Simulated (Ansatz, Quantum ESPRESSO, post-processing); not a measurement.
# Conductance against width: vacuum gaps between two Au(100) faces, part 2 of 2

How fast does transmission decay with width? The series: vacuum gaps between two Au(100) faces.

Quantum ESPRESSO 7.5; plane-wave DFT, PBE, JTH PAW pseudopotentials; cross-check by Ansatz 0.2.0 with PAW datasets.

So far. Step 9 (The open system, 6 Å): T goes from 0.0311 to 0.00412, a factor of 7.6. Step 10 (The same in Ansatz, 6 Å): Ansatz finds T = 0.00428 against pwcond's 0.00412.

### Step 11. SCF with pw.x, 7 Å

Level of this step: plane-wave DFT, PBE, JTH PAW pseudopotentials (Quantum ESPRESSO 7.5).

File j3.scf.in:

```
&control
  prefix = 'j3.scf'
  outdir = './out'
  pseudo_dir = './pseudo'
  calculation = 'scf'
  tprnfor = .true.
/
&system
  ibrav = 0
  nat = 12
  ntyp = 1
  ecutwfc = 45
  ecutrho = 360
  occupations = 'smearing'
  smearing = 'mv'
  degauss = 0.01
/
&electrons
  conv_thr = 1e-07
  mixing_beta = 0.25
  electron_maxstep = 120
  mixing_mode = 'local-TF'
/
ATOMIC_SPECIES
  Au  196.9666  Au.GGA_PBE-JTH.UPF
CELL_PARAMETERS angstrom
  2.94863527754790 0.00000000000000 0.00000000000000
  0.00000000000000 2.94863527754790 0.00000000000000
  0.00000000000000 0.00000000000000 29.93500000000000
ATOMIC_POSITIONS crystal
  Au  0.000000000000 0.000000000000 0.000000000000
  Au  0.500000000000 0.500000000000 0.069650910306
  Au  0.000000000000 0.000000000000 0.139301820611
  Au  0.500000000000 0.500000000000 0.208952730917
  Au  0.000000000000 0.000000000000 0.278603641223
  Au  0.500000000000 0.500000000000 0.348254551528
  Au  0.000000000000 0.000000000000 0.582094538166
  Au  0.500000000000 0.500000000000 0.651745448472
  Au  0.000000000000 0.000000000000 0.721396358777
  Au  0.500000000000 0.500000000000 0.791047269083
  Au  0.000000000000 0.000000000000 0.860698179389
  Au  0.500000000000 0.500000000000 0.930349089694
K_POINTS automatic
  8 8 1 0 0 0
```

Command:

```
$ OMP_NUM_THREADS=1 mpirun -n 4 pw.x -nk 4 -in j3.scf.in > j3.scf.out
```

Run time: 3.1 min. Hardware: 4 MPI ranks of Arm Neoverse V1, shared host; peak memory 1.4 GiB.

This step gave:

```
free energy  : -126554.9139 eV
Fermi energy : 11.39 eV
```

### Step 12. Transmission with pwcond.x, 7 Å

File j3.cond.in:

```
&inputcond
  outdir = './out'
  prefixt = 'j3.scf'
  tran_file = 'j3.cond.dat'
  bdl = 2.8284271247
  bds = 10.1521541942
  ikind = 1
  ewind = 4.0
  epsproj = 1e-05
  nz1 = 7
  energy0 = 0.4
  denergy = -0.4
/
15
  0.00000000 0.00000000 0.01562500
  0.00000000 0.12500000 0.06250000
  0.00000000 0.25000000 0.06250000
  0.00000000 0.37500000 0.06250000
  0.00000000 0.50000000 0.03125000
  0.12500000 0.12500000 0.06250000
  0.12500000 0.25000000 0.12500000
  0.12500000 0.37500000 0.12500000
  0.12500000 0.50000000 0.06250000
  0.25000000 0.25000000 0.06250000
  0.25000000 0.37500000 0.12500000
  0.25000000 0.50000000 0.06250000
  0.37500000 0.37500000 0.06250000
  0.37500000 0.50000000 0.06250000
  0.50000000 0.50000000 0.01562500
3
```

Command:

```
$ OMP_NUM_THREADS=1 mpirun -n 4 pwcond.x -in j3.cond.in > j3.cond.out
```

Run time: 57 s. Hardware: 4 MPI ranks; peak memory 0.28 GiB; 3.8 min of CPU time.

Read from the output:

- transmission at the Fermi level, one spin: 4.99e-4
- conductance: 4.99e-4 G₀

Per spin; mean over the k mesh across the current. Table of transmission, zone mean by energy, zero at the Fermi level:

```
energy (eV)  transmission, zone mean
     -0.400                   3.3e-4
      0.000                   5.0e-4
      0.400                   8.2e-4
```

T goes from 0.00412 to 5.0e-4, a factor of 8.3.

### Step 13. The same in Ansatz, 7 Å

Level of this step: plane-wave DFT, PBE, Ansatz PAW (Ansatz 0.2.0).

File input.yaml:

```yaml
crystal:
  lattice:
    - [2.9486352775, 0.0, 0.0]
    - [0.0, 2.9486352775, 0.0]
    - [0.0, 0.0, 29.935]
  atoms:
    - { symbol: Au, position: [0.0, 0.0, 0.0] }
    - { symbol: Au, position: [0.5, 0.5, 0.0696509103] }
    - { symbol: Au, position: [0.0, 0.0, 0.1393018206] }
    - { symbol: Au, position: [0.5, 0.5, 0.2089527309] }
    - { symbol: Au, position: [0.0, 0.0, 0.2786036412] }
    - { symbol: Au, position: [0.5, 0.5, 0.3482545515] }
    - { symbol: Au, position: [0.0, 0.0, 0.5820945382] }
    - { symbol: Au, position: [0.5, 0.5, 0.6517454485] }
    - { symbol: Au, position: [0.0, 0.0, 0.7213963588] }
    - { symbol: Au, position: [0.5, 0.5, 0.7910472691] }
    - { symbol: Au, position: [0.0, 0.0, 0.8606981794] }
    - { symbol: Au, position: [0.5, 0.5, 0.9303490897] }
kpoints:
  mp_grid: { grid: [8, 8, 1] }
hamiltonian:
  xc: pbe
scf:
  occupations: { method: fermi_dirac, width: 0.1 }
  convergence: { dr2_threshold: 1.0e-08 }
output:
  transmission: { leads: [[0, 2]], e_range: [-0.4, 0.4], de: 0.4, kmesh: [8, 8] }
  write_potential: true
  write_density: true
  volumetric_format: npy
```

Command:

```
$ ansatz run input.yaml --threads 4 --pin off --max-ram 8192MiB --backend cpu --events-out ev --progress --plain --runs-dir out
```

Wall time 17 s (4 threads); peak memory 1.2 GiB.

Numbers from this step:

- free energy: -157790.9192 eV
- energy at zero smearing: -157790.8523 eV
- smearing term TS: 0.1338 eV
- Fermi energy: 15.01 eV
- transmission at the Fermi level, one spin: 5.26e-4

Per spin; mean over the k mesh across the current. The transmission, zone mean by energy, zero at the Fermi level:

```
energy (eV)  transmission, zone mean
     -0.400                   3.4e-4
      0.000                   5.3e-4
      0.400                   8.7e-4
```

Ansatz finds T = 5.3e-4 against pwcond's 5.0e-4.

### Step 14. The series side by side

All levels:

```
level  T by pwcond  T by Ansatz  lead channels  CPU time (s)
  4 Å       0.1847       0.1882         0.8906         920.3
  5 Å      0.03111      0.03217         0.8906         957.6
  6 Å     0.004119     0.004276         0.8906          1008
  7 Å      4.99e-4      5.26e-4         0.8906         983.6
```

### Step 15. A check by hand

For the narrowest barrier, the Landauer sum over the mesh, Σ w T = 0.1250 × 0.262 + 0.0625 × 0.523 + 0.0625 × 0.402 + … = 0.1847.

G = 0.185 × 77.48 µS = 14.3 µS a cell. Times the area of 8.694 Å², the resistance-area product is A/G = 6.07 fΩ m², the leads' contact resistance included.

Free electrons at 1 an atom (4 atoms in 72.5 Å³) have k_F = 1.178 1/Å and offer A k_F²/4π = 0.96 channels per spin; the lead has 0.89 on this mesh.

κ = ln(T₁/T₂)/(2Δd) = ln(0.004119/0.0004991)/(2 × 1 Å) = 1.06 1/Å.

### Step 16. Results

```json
{
  "conductance a cell at 4 Å": "0.185 G₀",
  "conductance a cell at 5 Å": "0.0311 G₀",
  "conductance a cell at 6 Å": "0.00412 G₀",
  "conductance a cell at 7 Å": "5.0e-4 G₀",
  "fall of ln T per Å over the last interval": "2.11"
}
```

In words: The conductance goes from 0.185 G₀ at 4 Å to 5.0e-4 G₀ at 7 Å (PBE, JTH PAW). Interval by interval ln T falls by 1.78, 2.02 and 2.11 per Å. The last interval gives κ = 1.06 1/Å in T ∝ exp(−2κd), an apparent barrier of (κ/0.512)² = 4.2 eV. Ansatz follows the series within a factor of 1.05. Points with over 2.5 times the mean carry up to 68 % of T, so the means lean on few points, and the mesh was not tested. The geometries are as built, not relaxed, and the leads are short. Semilocal functionals lack the image potential in a vacuum gap. Spin-orbit coupling is left out; depending on the atoms that carry the levels of interest, it can split and shift them by tenths of an eV to an eV or more.

[Logs are printed without paths, hosts, clocks, repeated set-up lines and the standing remarks that a program may print on its own settings, such as how far it seeks lower states.]

[Hosts, paths, dates, database ids (printed as entryN), source tags and the programs' standing remarks are cut or masked in the printed files.]

[Maps of the electrostatic potential energy from Ansatz leave out the sawtooth potential of an applied field or a dipole correction, so their vacuum need not be flat; planar profiles and work functions include it.]
